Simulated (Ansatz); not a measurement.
G0W0 rungs for BaIBr (Pnma).

```xyz
12
Lattice="8.8145 0.0000 0.0000 0.0000 5.1243 0.0000 0.0000 0.0000 10.1917" Properties=species:S:1:pos:R:3 pbc="T T T"
Ba    6.4242    1.2811    3.8233
Ba    2.3903    3.8432    6.3684
Ba    6.7975    3.8432    8.9191
Ba    2.0170    1.2811    1.2726
I     4.1570    1.2811    8.4772
I     4.6575    3.8432    1.7145
I     0.2502    3.8432    3.3814
I     8.5642    1.2811    6.8103
Br    7.5493    1.2811    0.6796
Br    1.2651    3.8432    9.5120
Br    5.6724    3.8432    5.7755
Br    3.1421    1.2811    4.4162
```

The cell and positions are those that the Materials Project relaxed with its own functionals (PBE, PBE+U or r2SCAN), kept fixed. Spin-orbit coupling is left out unless a run names it.

Runs so far (Ansatz 0.2.0, start r2SCAN, hard PAW files, 2×4×2 mesh). Times are wall times on 1 × NVIDIA GB200 (shared by 2 runs) with 16 threads of Arm Neoverse V2, shared host, good to a factor of about two.

```csv
bands summed,cutoff (eV),gap on the mesh (eV),time
835,80,5.399,39 s
1637,130,5.551,1.9 min
```

**Question.** What should the next rung give, with 3044 bands and screening to 200 eV, and where is the limit?

The error falls about as one over the bands when the cutoff rises with them. A line through the two highest rungs given predicts 5.624 eV; the run gave 5.636 eV, close to it. The two highest rungs put the limit near 5.734 eV, the pair below near 5.709 eV; their difference is a rough measure of what is unsettled in bands and cutoff; the mesh is a separate error.

Gaps are over the mesh's points; an edge off the mesh would be missed. Limits: not at the basis limit; no spin-orbit coupling.

[Paths, hosts, dates, memory and timing lines, banners, echoed tables and standing remarks are left out of the program output.]

[Logs are printed without paths, hosts, clocks, repeated set-up lines and the standing remarks that a program may print on its own settings, such as how far it seeks lower states.]

[Runs of the session that timed out or met a known fault of the program may be left out.]

[Cells called generated may have been cut or substituted from an entry of the Crystallography Open Database or the Materials Project.]

[Hosts, paths, dates, database ids (printed as entryN), source tags and the programs' standing remarks are cut or masked in the printed files.]
